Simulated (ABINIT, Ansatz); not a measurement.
# InF3 (R-3c): G0W0 on several meshes in ABINIT, part 2 of 2

Wanted: mesh dependence and cost of G0W0 for InF3 (R-3c).

ABINIT 10.8.3; LDA and many-body steps on it, plane waves. Known limits of the many-body steps: not at the basis limit; no spin-orbit coupling; coarse k mesh.

So far. Step 4 (4×4×4): The gap on the mesh goes from 4.01 eV to 7.82 eV, a correction of +3.81 eV. Step 5 (Empty states on the mesh, 2×2×2 mesh, 136 bands): On this mesh the gap is 4.010 eV.

### Step 6. Screening, 2×2×2 mesh, 124 bands, screening to 114.3 eV

This step: RPA screening on LDA, plane waves, norm-conserving pseudopotentials.

run.abi

```
acell 3*1.0 Angstrom
rprim 
  2.602141182914 1.502346912402 4.907506134507
  -2.602141182914 1.502346912402 4.907506134507
  0.000000000000 -3.004693824873 4.907506134486
ntypat 2
znucl 49 9
natom 8
typat 1 1 2 2 2 2 2 2
xred 
  0.500000000000 0.500000000000 0.500000000000
  -0.000000000000 0.000000000000 0.000000000000
  0.395709220000 0.750000000000 0.104290780000
  0.750000000000 0.104290780000 0.395709220000
  0.895709220000 0.604290780000 0.250000000000
  0.250000000000 0.895709220000 0.604290780000
  0.604290780000 0.250000000000 0.895709220000
  0.104290780000 0.395709220000 0.750000000000
pp_dirpath "pseudos"
pseudos "In.upf, F.upf"
ecut 36
ngkpt 2 2 2
nshiftk 1
shiftk 0 0 0
kptopt 1
chksymbreak 0
istwfk *1
occopt 1
irdwfk 1
optdriver 3
nband 124
ecuteps 4.2
inclvkb 2
awtr 1
symchi 1
indata_prefix "in"
outdata_prefix "out"
tmpdata_prefix "tmp"
```

Started as:

```sh
$ OMP_NUM_THREADS=1 mpirun -n 8 abinit run.abi > log
```

Numbers of over 12 decimals in the logs are rounded to 6 here.

Log:

```text
.Version 10.8.3 of ABINIT. v10.8.2 released Aug 2026.

 Symmetries : space group R-3 c (#167); Bravais hR (rhombohedral)
[... echo of the input left out ...]
== DATASET  1 ==================================================================
-   mpi_nproc: 8, omp_nthreads: 1 (-1 if OMP is not activated)

--- !DatasetInfo
iteration_state: {dtset: 1, }
dimensions: {natom: 8, nkpt: 4, mband: 124, nsppol: 1, nspinor: 1, nspden: 1, mpw: 8026, }
cutoff_energies: {ecut:  36.0, pawecutdg:  -1.0, }
electrons: {nelect:   8.40000000E+01, charge:   0.00000000E+00, occopt:   1.00000000E+00, tsmear:   1.00000000E-02, }

 SCREENING: Calculation of the susceptibility and dielectric matrices

 Based on a program developped by R.W. Godby, V. Olevano, G. Onida, and L. Reining.
 Incorporated in ABINIT by V. Olevano, G.-M. Rignanese, and M. Torrent.
.Using double precision arithmetic ; gwpc =  8

[... cell and pseudopotentials left out ...]
--------------------------------------------------------------------------------

 ==== K-mesh for the wavefunctions ====
 Number of points in the irreducible wedge :     4
[... list of points left out ...]
 Together with 12 symmetry operations and time-reversal symmetry
 yields     8 points in the full Brillouin Zone.

 ==== Q-mesh for the screening function ====
 Number of points in the irreducible wedge :     4
[... list of points left out ...]
 Together with 12 symmetry operations and time-reversal symmetry
 yields     8 points in the full Brillouin Zone.

 setmesh: FFT mesh size selected  =    40x   40x   40
          total number of points  =        64000

 vcoul_init : cutoff-mode = AUXILIARY_FUNCTION
 q-points for optical limit:   1
     1)      0.000010    0.000020    0.000030

- screening: taking advantage of time-reversal symmetry
- Maximum band index for partially occupied states nbvw = 42
- Remaining bands to be divided among processors   nbcw = 82
- Number of bands treated by each node ~10

 Number of electrons calculated from density =   84.0000; Expected =   84.0000
 average of density, n =  0.108136
 r_s =    1.3021
 omega_plasma =   31.7205 [eV]

 calculating chi0 at frequencies [eV] :
  1    0.000000E+00    0.000000E+00
  2    0.000000E+00    3.172052E+01

--------------------------------------------------------------------------------
  q-point number  1        q = ( 0.000000, 0.000000, 0.000000) [r.l.u.]
--------------------------------------------------------------------------------
[... chi0 elements left out ...]
 For q-point:  0.000010 0.000020 0.000030
  dielectric constant =   2.4338
  dielectric constant without local fields =   2.5375

  Average fulfillment of the sum rule on Im[epsilon] for q-point    1 :     33.06  [%]
[... wings left out ...]
  q-point number  2        q = ( 0.500000, 0.000000, 0.000000) [r.l.u.]
--------------------------------------------------------------------------------
[... chi0 elements left out ...]
  Average fulfillment of the sum rule on Im[epsilon] for q-point    2 :     38.29  [%]

 [... 2 further q-points ...]
```

The job ended after 27 s (8 MPI ranks of Arm Neoverse V1, shared host; peak memory 3 GiB; 3.5 min of CPU time).

Numbers from this step:

```yaml
eps_infinity_with_local_fields_on_this_mesh_along_the_program_s_q_direction: 2.434
the_same_without_local_fields: 2.538
plasma_frequency: 31.72 eV
plane_waves_in_the_screening_matrix: 327
```

### Step 7. 2×2×2

This step: G0W0 on LDA, plane waves, norm-conserving pseudopotentials.

run.abi, as its differences from that of step 6:

```diff
@@ -29,8 +29,17 @@
 irdwfk 1
-optdriver 3
+optdriver 4
 nband 124
+gwcalctyp 0
+ecutsigx 36
+symsigma 1
+nkptgw 2
+kptgw 
+  0.5000000000 0.5000000000 0.0000000000
+  0.0000000000 0.0000000000 0.0000000000
+bdgw 
+  41 44
+  41 44
 ecuteps 4.2
-inclvkb 2
-awtr 1
-symchi 1
+irdscr 1
+ppmodel 1
 indata_prefix "in"
```

Log:

```text
.Version 10.8.3 of ABINIT. v10.8.2 released Aug 2026.

 Symmetries : space group R-3 c (#167); Bravais hR (rhombohedral)
[... echo of the input left out ...]
== DATASET  1 ==================================================================
-   mpi_nproc: 8, omp_nthreads: 1 (-1 if OMP is not activated)

--- !DatasetInfo
iteration_state: {dtset: 1, }
dimensions: {natom: 8, nkpt: 4, mband: 124, nsppol: 1, nspinor: 1, nspden: 1, mpw: 8026, }
cutoff_energies: {ecut:  36.0, pawecutdg:  -1.0, }
electrons: {nelect:   8.40000000E+01, charge:   0.00000000E+00, occopt:   1.00000000E+00, tsmear:   1.00000000E-02, }

 SIGMA: Calculation of the GW corrections

 Based on a program developped by R.W. Godby, V. Olevano, G. Onida, and L. Reining.
 Incorporated in ABINIT by V. Olevano, G.-M. Rignanese, and M. Torrent.
.Using double precision arithmetic ; gwpc =  8

[... cell and pseudopotentials left out ...]
--------------------------------------------------------------------------------

 ==== K-mesh for the wavefunctions ====
 Number of points in the irreducible wedge :     4
[... list of points left out ...]
 Together with 12 symmetry operations and time-reversal symmetry
 yields     8 points in the full Brillouin Zone.

 ==== Q-mesh for screening function ====
 Number of points in the irreducible wedge :     4
[... list of points left out ...]
 Together with 12 symmetry operations and time-reversal symmetry
 yields     8 points in the full Brillouin Zone.

 vcoul_init : cutoff-mode = AUXILIARY_FUNCTION
 q-points for optical limit:   1
     1)      0.000010    0.000020    0.000030
 setmesh: FFT mesh size selected  =    60x   60x   60
          total number of points  =       216000

 Number of electrons calculated from density =   84.0000; Expected =   84.0000
[...]
number of omega for Sigma on real axis              0
 max omega for Sigma on real axis  [eV]           0.00
 zcut for avoiding poles [eV]                     0.10

 EPSILON^-1 parameters (SCR file):
 dimension of the eps^-1 matrix on file            327
 dimension of the eps^-1 matrix used               327
 number of plane-waves for wavefunctions          7987
 number of bands                                   124
 number of q-points in IBZ                           4
 number of frequencies                               2
 number of real frequencies                          1
 number of imag frequencies                          1

 matrix elements of self-energy operator (all in [eV])

 Perturbative Calculation

--- !SelfEnergy_ee
iteration_state: {dtset: 1, }
kpoint     : [   0.500,    0.500,    0.000, ]
spin       : 1
KS_gap     :    6.537
QP_gap     :   10.692
Delta_QP_KS:    4.156
data: !SigmaeeData |
     Band     E0 <VxcDFT>   SigX SigC(E0)      Z dSigC/dE  Sig(E)    E-E0       E
       41  -1.177 -23.607 -30.259   5.121   0.810  -0.235 -24.847  -1.241  -2.417
       42  -1.024 -22.916 -30.177   5.521   0.803  -0.246 -24.312  -1.396  -2.420
       43   5.512 -18.193 -12.791  -2.189   0.859  -0.164 -15.433   2.760   8.272
[...]
--- !SelfEnergy_ee
iteration_state: {dtset: 1, }
kpoint     : [   0.000,    0.000,    0.000, ]
spin       : 1
KS_gap     :    4.042
QP_gap     :    7.747
Delta_QP_KS:    3.705
data: !SigmaeeData |
     Band     E0 <VxcDFT>   SigX SigC(E0)      Z dSigC/dE  Sig(E)    E-E0       E
[...]
43   2.986 -14.999 -10.116  -2.270   0.874  -0.144 -12.716   2.284   5.270
       44   8.395 -19.924 -13.228  -2.684   0.846  -0.182 -16.530   3.394  11.789

== END DATASET(S) ==============================================================
================================================================================

 -outvars: echo values of variables after computation  --------
           etotal      0.0000000000E+00
            nband         124
             nkpt           4
          spgroup         167
 [... the other variables as echoed above ...]

 Calculation completed.
```

Wall time 7.1 s (8 MPI ranks); peak memory 1.9 GiB.

Numbers from this step:

```yaml
g0w0_gap_on_the_points_computed: 7.687 eV
starting_gap_on_the_mesh: 4.010 eV
k_of_the_valence_top: 0.5, 0.5, 0
k_of_the_conduction_bottom: 0, 0, 0
z_at_the_valence_top: 0.81
z_at_the_conduction_bottom: 0.874
least_direct_g0w0_gap_on_the_computed_points: 7.748 eV
```

Against G0W0 in ABINIT (4×4×4 mesh, 124 bands, screening to 114.3 eV, Godby-Needs plasmon pole), the gap moves by −0.135 eV.

### Step 8. Side by side

Times are wall times on 8 MPI ranks of Arm Neoverse V1, shared host, good to a factor of about two. A run's time includes the screening step that it read.

```tsv
run	mesh	bands	screening cutoff (eV)	DFT gap (eV)	gap on the mesh (eV)	direct (eV)	ε∞ used	time
4×4×4	4×4×4	124	114.3	4.010	7.822	7.881	2.39	5.5 min
2×2×2	2×2×2	124	114.3	4.010	7.687	7.748	2.43	34 s
```

### Step 9. What came out

```yaml
4x4x4: 7.822 eV
2x2x2: 7.687 eV
known_limits: not at the basis limit; no spin-orbit coupling; coarse k mesh
```

**Reading.** 2×2×2: −0.135 eV against 4×4×4. Bands and cutoff are finite, so the gap is not at the basis limit. The miss can reach some tenths of an eV and take either sign; the mesh is an error of its own. In the G0W0 runs levels were corrected at 2 k points alone, so a gap called «on the mesh» is the least over those, and an edge elsewhere would be missed. The many-body steps are scalar-relativistic: spin-orbit coupling is not in them.

[Paths, hosts, dates, memory and timing lines, banners, echoed tables and standing remarks are left out of the program output.]

[Logs are printed without paths, hosts, clocks, repeated set-up lines and the standing remarks that a program may print on its own settings, such as how far it seeks lower states.]

[Runs of the session that timed out or met a known fault of the program may be left out.]

[Hosts, paths, dates, database ids (printed as entryN), source tags and the programs' standing remarks are cut or masked in the printed files.]

[G0W0 gaps are taken among the corrected bands and points alone; a level outside them can change the order at an edge.]

[Where Ansatz stands beside ABINIT at settings called matched, ABINIT's density can come from a denser mesh and the files from another edition; pairs whose starting gaps differed by over 0.03 eV were left out, so agreement reads better than it is.]
